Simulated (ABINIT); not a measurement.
# A GW chain in ABINIT: CdF2 (Fm-3m), part 2 of 2

How does a plane-wave GW calculation on CdF2 (Fm-3m) run from the first input to the gap?

ABINIT 10.8.3; PBE and many-body steps on it, plane waves. Known limits of the many-body steps: short of the basis limit; screening head approximate; d shell near the gap, gap tends to lie low; coarse k mesh.

So far. Step 2 (Ground state): The gap is indirect, with the least direct gap 0.40 eV higher. Step 3 (Bands along the symmetry lines): The gap is 3.120 eV, −0.019 eV from the run before at this level.

## Step 4: Empty states on the mesh, 4×4×4 mesh, 202 bands

Level of this step: DFT, PBE with spin-orbit coupling, plane waves, norm-conserving pseudopotentials (ABINIT).

The sums over transitions need many empty states on a uniform mesh; this step solves for them.

File run.abi:

```
acell 3*1.0 Angstrom
rprim 
  0.000000000000 2.694000000000 2.694000000000
  2.694000000000 -0.000000000000 2.694000000000
  2.694000000000 2.694000000000 -0.000000000000
ntypat 2
znucl 48 9
natom 3
typat 1 2 2
xred 
  0.000000000000 0.000000000000 0.000000000000
  0.250000000000 0.250000000000 0.250000000000
  0.750000000000 0.750000000000 0.750000000000
pp_dirpath "pseudos"
pseudos "Cd.upf, F.upf"
ecut 47
nspinor 2
ngkpt 4 4 4
nshiftk 1
shiftk 0 0 0
kptopt 1
chksymbreak 0
iscf -2
irdden 1
istwfk *1
nband 202
nbdbuf 18
tolwfr 1e-09
nstep 60
prtvol 0
indata_prefix "in"
outdata_prefix "out"
tmpdata_prefix "tmp"
```

Launch:

```
$ OMP_NUM_THREADS=1 mpirun -n 4 abinit run.abi > log
```

The program printed:

```text
.Version 10.8.3 of ABINIT. v10.8.2 released Aug 2026.

 Symmetries : space group Fm -3 m (#225); Bravais cF (face-center cubic)
[... echo of the input left out ...]
== DATASET  1 ==================================================================
-   mpi_nproc: 4, omp_nthreads: 1 (-1 if OMP is not activated)

--- !DatasetInfo
iteration_state: {dtset: 1, }
dimensions: {natom: 3, nkpt: 8, mband: 202, nsppol: 1, nspinor: 2, nspden: 1, mpw: 4092, }
cutoff_energies: {ecut:  47.0, pawecutdg:  -1.0, }
electrons: {nelect:   3.40000000E+01, charge:   0.00000000E+00, occopt:   1.00000000E+00, tsmear:   1.00000000E-02, }

 Real(R)+Recip(G) space primitive vectors, cartesian coordinates (Bohr,Bohr^-1):
 R(1)=  0.0000000  5.0909222  5.0909222  G(1)= -0.0982140  0.0982140  0.0982140
 R(2)=  5.0909222  0.0000000  5.0909222  G(2)=  0.0982140 -0.0982140  0.0982140
 R(3)=  5.0909222  5.0909222  0.0000000  G(3)=  0.0982140  0.0982140 -0.0982140
 Unit cell volume ucvol=  2.6388784E+02 bohr^3
 Angles (23,13,12)=  6.00000000E+01  6.00000000E+01  6.00000000E+01 degrees

 getcut: wavevector=  0.0000  0.0000  0.0000  ngfft=  48  48  48
         ecut(hartree)=     47.000   => boxcut(ratio)=   2.16031

--- Pseudopotential description ------------------------------------------------
- Cd Generated using ONCVPSP code by D. R. Hamann
- 48.00000  20.00000  180423                  znucl, zion, pspdat
12 -101130 2 -1 1368                          pspcod,pspxc,lmax,lloc,mmax
     nproj     2     4     4     0
     spin-orbit psp
        nprojso     4     4     0
  pspatm : epsatm=   23.18602207
         --- l  ekb(1:nproj) -->
             0    3.484518   49.532866
             1    9.657145    1.519289    0.012856    0.000063
             2    1.541456   -0.655918    0.017961   -0.000027
  spin-orbit 1   -3.801853    0.411142    0.019680   -0.001553
  spin-orbit 2   -1.207204    0.051413    0.008713   -0.000403
 pspatm: atomic psp has been read  and splines computed

- F Generated using ONCVPSP code by D. R. Hamann
-  9.00000   7.00000  180423                  znucl, zion, pspdat
12 -101130 2 -1 832                           pspcod,pspxc,lmax,lloc,mmax
     nproj     2     2     2     0
     spin-orbit psp
        nprojso     3     2     0
  pspatm : epsatm=    4.87862678
         --- l  ekb(1:nproj) -->
             0    1.070104    6.519527
             1   -3.955496   -1.291891
[...]
spin-orbit 1    0.008185    0.003003   -0.000071
  spin-orbit 2   -0.008568    0.000210
 pspatm: atomic psp has been read  and splines computed

--------------------------------------------------------------------------------

================================================================================
 prteigrs : about to open file out_EIG
 Non-SCF case, kpt    1 (  0.00000  0.00000  0.00000), residuals and eigenvalues=
  3.31E-10  3.79E-10  1.53E-10  1.99E-10  1.81E-10  2.03E-10  1.26E-10  2.38E-10
  1.30E-10  1.83E-10  1.92E-10  3.27E-10  1.27E-10  1.71E-10  1.58E-10  8.28E-10
  9.49E-10  8.71E-10  1.65E-10  1.40E-10  4.85E-10  6.29E-10  3.28E-10  8.57E-10
[...]
7.76E-08  1.48E-07
 -3.4996E+00 -3.4996E+00 -2.2184E+00 -2.2184E+00 -2.0050E+00 -2.0050E+00
 -2.0050E+00 -2.0050E+00 -6.4656E-01 -6.4656E-01 -6.0611E-01 -6.0611E-01
 -9.5283E-02 -9.5283E-02 -9.5283E-02 -9.5283E-02 -8.3945E-02 -8.3945E-02
[...]
3.4588E+00  3.4588E+00  3.4588E+00  3.4588E+00  3.4629E+00  3.4629E+00
  3.4629E+00  3.4629E+00  3.4640E+00  3.4640E+00  3.5065E+00  3.5065E+00
  3.5070E+00  3.5070E+00  3.5070E+00  3.5070E+00
 prteigrs : prtvol=0 or 1, do not print more k-points.

--- !ResultsGS
iteration_state: {dtset: 1, }
comment   : Summary of ground state results
lattice_vectors:
- [  0.0000000,   5.0909222,   5.0909222, ]
- [  5.0909222,  -0.0000000,   5.0909222, ]
- [  5.0909222,   5.0909222,  -0.0000000, ]
lattice_lengths: [   7.19965,    7.19965,    7.19965, ]
lattice_angles: [ 60.000,  60.000,  60.000, ] # degrees, (23, 13, 12)
lattice_volume:   2.6388784E+02
convergence: {deltae:  0.000E+00, res2:  0.000E+00, residm:  9.948E-10, diffor:  0.000E+00, }
etotal    :  -2.24683647E+02
entropy   :   0.00000000E+00
fermie    :   1.14842531E-01
cartesian_stress_tensor: null
pressure_GPa: null
xred      :
- [  0.0000E+00,   0.0000E+00,   0.0000E+00, Cd]
- [  2.5000E-01,   2.5000E-01,   2.5000E-01,  F]
- [  7.5000E-01,   7.5000E-01,   7.5000E-01,  F]
cartesian_forces: null
force_length_stats: {min: null, max: null, mean: null, }

 Integrated electronic density in atomic spheres:
 ------------------------------------------------
 Atom  Sphere_radius  Integrated_density
[...]
================================================================================

 ----iterations are completed or convergence reached----

 Mean square residual over all n,k,spin=   39.985E-11; max=  99.480E-11
 reduced coordinates (array xred) for    3 atoms
[...]
0.250000      0.250000      0.250000
       0.750000      0.750000      0.750000

 cartesian coordinates (angstrom) at end:
    1      0.000000     0.000000     0.000000
    2      1.347000     1.347000     1.347000
    3      4.041000     4.041000     4.041000
 length scales=  1.889726  1.889726  1.889726 bohr
              =  1.000000  1.000000  1.000000 angstroms
 prteigrs : about to open file out_EIG
 Eigenvalues (hartree) for nkpt=   8  k points:
 kpt#   1, nband=202, wtk=  0.01563, kpt=  0.0000  0.0000  0.0000 (reduced coord)
[...]
3.45878    3.45878    3.45878    3.45878    3.45878    3.45878    3.46285    3.46285
   3.46285    3.46285    3.46399    3.46399    3.50653    3.50653    3.50703    3.50703
   3.50703    3.50703
 prteigrs : prtvol=0 or 1, do not print more k-points.

== END DATASET(S) ==============================================================
================================================================================

 -outvars: echo values of variables after computation  --------
            nband         202
             nkpt           8
          spgroup         225
 [... the other variables as echoed above ...]

 Calculation completed.
```

The job ended after 3.3 min (4 MPI ranks of Arm Neoverse V1, shared host; peak memory 0.56 GiB).

Read from the output:

| Quantity | Value |
| --- | --- |
| gap | 3.120 eV |
| k of the valence top | -0.25, 0.5, 0.25 |
| k of the conduction bottom | 0, 0, 0 |
| least direct gap | 3.534 eV |
| k points computed | 8 |
| lowest point of the top converged band, above the valence top | 85.2138 eV |

On this mesh the gap is 3.120 eV.

## Step 5: Screening, 4×4×4 mesh, 184 bands, screening to 149.7 eV

The RPA dielectric matrix is built and inverted for each q.

This step: RPA screening on PBE with spin-orbit coupling, plane waves, norm-conserving pseudopotentials.

run.abi, as its differences from that of step 4:

```diff
@@ -22,10 +22,11 @@
 chksymbreak 0
-iscf -2
-irdden 1
 istwfk *1
-nband 202
-nbdbuf 18
-tolwfr 1e-09
-nstep 60
-prtvol 0
+occopt 1
+irdwfk 1
+optdriver 3
+nband 184
+ecuteps 5.5
+inclvkb 0
+awtr 1
+symchi 1
 indata_prefix "in"
```

The program printed:

```text
.Version 10.8.3 of ABINIT. v10.8.2 released Aug 2026.

 Symmetries : space group Fm -3 m (#225); Bravais cF (face-center cubic)
[... echo of the input left out ...]
== DATASET  1 ==================================================================
-   mpi_nproc: 4, omp_nthreads: 1 (-1 if OMP is not activated)

--- !DatasetInfo
iteration_state: {dtset: 1, }
dimensions: {natom: 3, nkpt: 8, mband: 184, nsppol: 1, nspinor: 2, nspden: 1, mpw: 4092, }
cutoff_energies: {ecut:  47.0, pawecutdg:  -1.0, }
electrons: {nelect:   3.40000000E+01, charge:   0.00000000E+00, occopt:   1.00000000E+00, tsmear:   1.00000000E-02, }

 SCREENING: Calculation of the susceptibility and dielectric matrices

 Based on a program developped by R.W. Godby, V. Olevano, G. Onida, and L. Reining.
 Incorporated in ABINIT by V. Olevano, G.-M. Rignanese, and M. Torrent.
.Using double precision arithmetic ; gwpc =  8

[... cell and pseudopotentials left out ...]
--------------------------------------------------------------------------------

 ==== K-mesh for the wavefunctions ====
 Number of points in the irreducible wedge :     8
[... list of points left out ...]
 Together with 48 symmetry operations and time-reversal symmetry
 yields    64 points in the full Brillouin Zone.

 ==== Q-mesh for the screening function ====
 Number of points in the irreducible wedge :     8
[... list of points left out ...]
 Together with 48 symmetry operations and time-reversal symmetry
 yields    64 points in the full Brillouin Zone.

 setmesh: FFT mesh size selected  =    30x   30x   30
          total number of points  =        27000

 vcoul_init : cutoff-mode = AUXILIARY_FUNCTION
 q-points for optical limit:   1
     1)      0.000010    0.000020    0.000030

- screening: taking advantage of time-reversal symmetry
- Maximum band index for partially occupied states nbvw = 34
- Remaining bands to be divided among processors   nbcw = 150
- Number of bands treated by each node ~37

 Number of electrons calculated from density =   34.0000; Expected =   34.0000
 average of density, n =  0.128843
 r_s =    1.2282
 omega_plasma =   34.6246 [eV]

 calculating chi0 at frequencies [eV] :
  1    0.000000E+00    0.000000E+00
  2    0.000000E+00    3.462465E+01

--------------------------------------------------------------------------------
  q-point number  1        q = ( 0.000000, 0.000000, 0.000000) [r.l.u.]
--------------------------------------------------------------------------------
[... chi0 elements left out ...]
 For q-point:  0.000010 0.000020 0.000030
  dielectric constant =   3.5975
  dielectric constant without local fields =   3.7812

  Average fulfillment of the sum rule on Im[epsilon] for q-point    1 :     55.39  [%]
[... wings left out ...]
  q-point number  2        q = ( 0.250000, 0.000000, 0.000000) [r.l.u.]
--------------------------------------------------------------------------------
[... chi0 elements left out ...]
  Average fulfillment of the sum rule on Im[epsilon] for q-point    2 :     70.40  [%]

 [... 6 further q-points ...]
```

It took 4.4 min on 4 MPI ranks; peak memory 2.5 GiB; 18 min of CPU time.

Numbers from this step:

| Property | Result |
| --- | --- |
| ε∞ with local fields, on this mesh | 3.598 |
| ε∞ without local fields, on this mesh | 3.781 |
| plasma frequency | 34.62 eV |
| plane waves in the screening matrix | 169 |

Local fields lower ε∞ by 5 %. On a Γ-centred mesh this coarse the value itself is usually too large, while a short band sum pulls it down.

## Step 6: Self-energy, 4×4×4 mesh, 184 bands, screening to 149.7 eV

The self-energy is evaluated for the states that the input lists, and the quasiparticle equation is solved.

This step: G0W0 on PBE with spin-orbit coupling, plane waves, norm-conserving pseudopotentials.

run.abi, as its differences from that of step 5:

```diff
@@ -25,8 +25,17 @@
 irdwfk 1
-optdriver 3
+optdriver 4
 nband 184
+gwcalctyp 0
+ecutsigx 47
+symsigma 0
+nkptgw 2
+kptgw 
+  -0.2500000000 0.5000000000 0.2500000000
+  0.0000000000 0.0000000000 0.0000000000
+bdgw 
+  31 38
+  29 38
 ecuteps 5.5
-inclvkb 0
-awtr 1
-symchi 1
+irdscr 1
+ppmodel 1
 indata_prefix "in"
```

The program printed:

```text
.Version 10.8.3 of ABINIT. v10.8.2 released Aug 2026.

 Symmetries : space group Fm -3 m (#225); Bravais cF (face-center cubic)
[... echo of the input left out ...]
== DATASET  1 ==================================================================
-   mpi_nproc: 4, omp_nthreads: 1 (-1 if OMP is not activated)

--- !DatasetInfo
iteration_state: {dtset: 1, }
dimensions: {natom: 3, nkpt: 8, mband: 184, nsppol: 1, nspinor: 2, nspden: 1, mpw: 4092, }
cutoff_energies: {ecut:  47.0, pawecutdg:  -1.0, }
electrons: {nelect:   3.40000000E+01, charge:   0.00000000E+00, occopt:   1.00000000E+00, tsmear:   1.00000000E-02, }

 SIGMA: Calculation of the GW corrections

 Based on a program developped by R.W. Godby, V. Olevano, G. Onida, and L. Reining.
 Incorporated in ABINIT by V. Olevano, G.-M. Rignanese, and M. Torrent.
.Using double precision arithmetic ; gwpc =  8

[... cell and pseudopotentials left out ...]
--------------------------------------------------------------------------------

 ==== K-mesh for the wavefunctions ====
 Number of points in the irreducible wedge :     8
[... list of points left out ...]
 Together with 48 symmetry operations and time-reversal symmetry
 yields    64 points in the full Brillouin Zone.

 ==== Q-mesh for screening function ====
 Number of points in the irreducible wedge :     8
[... list of points left out ...]
 Together with 48 symmetry operations and time-reversal symmetry
 yields    64 points in the full Brillouin Zone.

 vcoul_init : cutoff-mode = AUXILIARY_FUNCTION
 q-points for optical limit:   1
     1)      0.000010    0.000020    0.000030
 setmesh: FFT mesh size selected  =    45x   45x   45
          total number of points  =        91125

 Number of electrons calculated from density =   34.0000; Expected =   34.0000
 average of density, n =  0.128843
 r_s =    1.2282
 omega_plasma =   34.6246 [eV]

 === KS Band Gaps ===
  >>>> For spin  1
   Minimum direct gap =   3.5346 [eV], located at k-point      :   0.0000  0.0000  0.0000
   Fundamental gap    =   3.1205 [eV], Top of valence bands at :  -0.2500  0.5000  0.2500
                                       Bottom of conduction at :   0.0000  0.0000  0.0000
 SIGMA fundamental parameters:
 PLASMON POLE MODEL  1
 number of plane-waves for SigmaX                 4015
 number of plane-waves for SigmaC and W            169
 number of plane-waves for wavefunctions          4015
 number of bands                                   184
 number of independent spin polarizations            1
 number of spinorial components                      2
 number of k-points in IBZ                           8
 number of q-points in IBZ                           8
 number of symmetry operations                      48
 number of k-points in BZ                           64
 number of q-points in BZ                           64
 number of frequencies for dSigma/dE                 9
 frequency step for dSigma/dE [eV]                0.25
 number of omega for Sigma on real axis              0
 max omega for Sigma on real axis  [eV]           0.00
 zcut for avoiding poles [eV]                     0.10

 EPSILON^-1 parameters (SCR file):
 dimension of the eps^-1 matrix on file            169
 dimension of the eps^-1 matrix used               169
 number of plane-waves for wavefunctions          4015
 number of bands                                   184
 number of q-points in IBZ                           8
 number of frequencies                               2
 number of real frequencies                          1
 number of imag frequencies                          1

 matrix elements of self-energy operator (all in [eV])

 Perturbative Calculation

--- !SelfEnergy_ee
iteration_state: {dtset: 1, }
kpoint     : [  -0.250,    0.500,    0.250, ]
spin       : 1
KS_gap     :    8.100
QP_gap     :   11.156
Delta_QP_KS:    3.056
data: !SigmaeeData |
     Band     E0 <VxcDFT>   SigX SigC(E0)      Z dSigC/dE  Sig(E)    E-E0       E
       31   2.539 -23.136 -30.559   5.928   0.790  -0.266 -24.318  -1.181   1.358
       32   2.539 -23.136 -30.559   5.928   0.790  -0.266 -24.318  -1.181   1.358
       33   3.144 -24.400 -31.579   5.748   0.800  -0.249 -25.545  -1.145   1.999
       34   3.144 -24.400 -31.579   5.748   0.800  -0.249 -25.545  -1.145   1.999
       35  11.244 -16.753 -10.746  -3.765   0.852  -0.174 -14.842   1.911  13.155
       36  11.244 -16.753 -10.746  -3.765   0.852  -0.174 -14.842   1.911  13.155
       37  14.613 -12.045  -6.999  -3.745   0.863  -0.159 -10.922   1.123  15.736
       38  14.613 -12.045  -6.999  -3.745   0.863  -0.159 -10.922   1.123  15.736

--- !SelfEnergy_ee
iteration_state: {dtset: 1, }
kpoint     : [   0.000,    0.000,    0.000, ]
spin       : 1
KS_gap     :    3.535
QP_gap     :    5.767
Delta_QP_KS:    2.232
data: !SigmaeeData |
     Band     E0 <VxcDFT>   SigX SigC(E0)      Z dSigC/dE  Sig(E)    E-E0       E
       29   2.619 -24.912 -32.237   5.602   0.811  -0.233 -26.310  -1.397   1.222
       30   2.619 -24.912 -32.238   5.602   0.811  -0.233 -26.310  -1.398   1.222
[...]
34   2.730 -25.188 -32.509   5.582   0.814  -0.228 -26.604  -1.416   1.314
       35   6.264 -12.404  -7.940  -3.528   0.871  -0.148 -11.588   0.816   7.080
       36   6.264 -12.404  -7.940  -3.528   0.871  -0.148 -11.588   0.816   7.080
       37  15.473 -10.378  -4.774  -4.290   0.875  -0.143  -9.228   1.150  16.623
       38  15.473 -10.378  -4.774  -4.290   0.875  -0.143  -9.228   1.150  16.623

== END DATASET(S) ==============================================================
================================================================================

 -outvars: echo values of variables after computation  --------
           etotal      0.0000000000E+00
            nband         184
             nkpt           8
          spgroup         225
 [... the other variables as echoed above ...]

 Calculation completed.
```

Wall time 3.8 min (4 MPI ranks); peak memory 1.9 GiB.

This step gave:

```yaml
g0w0_gap_on_the_mesh: 5.081 eV
starting_gap_on_the_mesh: 3.120 eV
k_of_the_valence_top: -0.25, 0.5, 0.25
k_of_the_conduction_bottom: 0, 0, 0
z_at_the_valence_top: 0.8
z_at_the_conduction_bottom: 0.871
least_direct_g0w0_gap_on_the_computed_points: 5.766 eV
```

The gap on the mesh goes from 3.12 eV to 5.08 eV, a correction of +1.96 eV.

Limits: finite bands, cutoff and mesh; screening head approximate; d shell near the gap, gap tends to lie low; coarse k mesh. v1 is the top filled band, c1 the lowest empty one. The levels before and after the correction (eV, zero at the valence-band top of each column):

```tsv
	conduction bottom	valence top
Kohn-Sham	3.12	0.00
G0W0	5.08	0.00
```

```tsv
	level	energy (eV)
Kohn-Sham	(-0.25 0.5 0.25) v3	-0.605
Kohn-Sham	(-0.25 0.5 0.25) v2-v1	0.000
Kohn-Sham	(-0.25 0.5 0.25) c1-c2	8.100
Kohn-Sham	(-0.25 0.5 0.25) c3	11.469
Kohn-Sham	Γ v3	-0.525
Kohn-Sham	Γ v2-v1	-0.414
Kohn-Sham	Γ c1-c2	3.120
Kohn-Sham	Γ c3	12.329
G0W0	(-0.25 0.5 0.25) v3	-0.641
G0W0	(-0.25 0.5 0.25) v2-v1	0.000
G0W0	(-0.25 0.5 0.25) c1-c2	11.156
G0W0	(-0.25 0.5 0.25) c3	13.737
G0W0	Γ v3	-0.777
G0W0	Γ v2-v1	-0.685
G0W0	Γ c1-c2	5.081
G0W0	Γ c3	14.624
```

## Step 7: Where the time went

Times are wall times on 4 MPI ranks of Arm Neoverse V1, shared host, good to a factor of about two.

```tsv
step	time	share	memory (GiB)
ground state	97 s	11 %	0.43
bands along the symmetry lines	76 s	9 %	0.45
empty states on the mesh	3.3 min	23 %	0.56
screening	4.4 min	30 %	2.5
self-energy	3.8 min	27 %	1.9
```

## Step 8: Results

- PBE gap: 3.12 eV, indirect
- G0W0 gap on the mesh: 5.08 eV
- GW settings: 4×4×4 mesh, 184 bands, screening to 149.7 eV, Godby-Needs plasmon pole
- known limits: short of the basis limit; screening head approximate; d shell near the gap, gap tends to lie low; coarse k mesh

G0W0 moves the gap on the mesh from 3.12 eV to 5.08 eV (+1.96 eV), with Z of 0.80 and 0.87 at the edges. Local fields lower the RPA ε∞ on this mesh from 3.78 to 3.60; a Γ-centred mesh this coarse tends to raise both, most where the direct gap is narrow, while a short band sum lowers them. Bands and cutoff are finite, so the gap stands short of the basis limit, usually by up to a few tenths of an eV; the mesh is an error of its own. The 4×4×4 mesh is coarse for this cell, which bears on the long-range parts of exchange and screening. The long-wavelength limit of the screening leaves out the non-local commutator, which shifts ε∞. A d shell, filled or nearly so, lies near the gap. One-shot GW converges very slowly in bands there, not always from below, and on a semilocal start the gap tends to come out low; starts rich in exact exchange can overshoot instead.

[Long decimals in the printed logs are rounded to 6 places.]

[Logs are printed without paths, hosts, clocks, repeated set-up lines and the standing remarks that a program may print on its own settings, such as how far it seeks lower states.]

[Paths, hosts, dates, memory and timing lines, banners, echoed tables and standing remarks are left out of the program output; an Ansatz launch command may be rebuilt from the run's recorded settings. Measured values are a selection of at most five: reports struck by readers or far from the other reports are left out. None is set beside runs whose start may be inverted or whose files or cutoffs have a known fault.]

[Runs of the session that timed out or met a known fault of the program may be left out.]

[Hosts, paths, dates, database ids (printed as entryN), source tags and the programs' standing remarks are cut or masked in the printed files.]

[G0W0 gaps are taken among the corrected bands and points alone; a level outside them can change the order at an edge.]

[Where Ansatz stands beside ABINIT at settings called matched, ABINIT's density can come from a denser mesh and the files from another edition; pairs whose starting gaps differed by over 0.03 eV were left out, so agreement reads better than it is.]
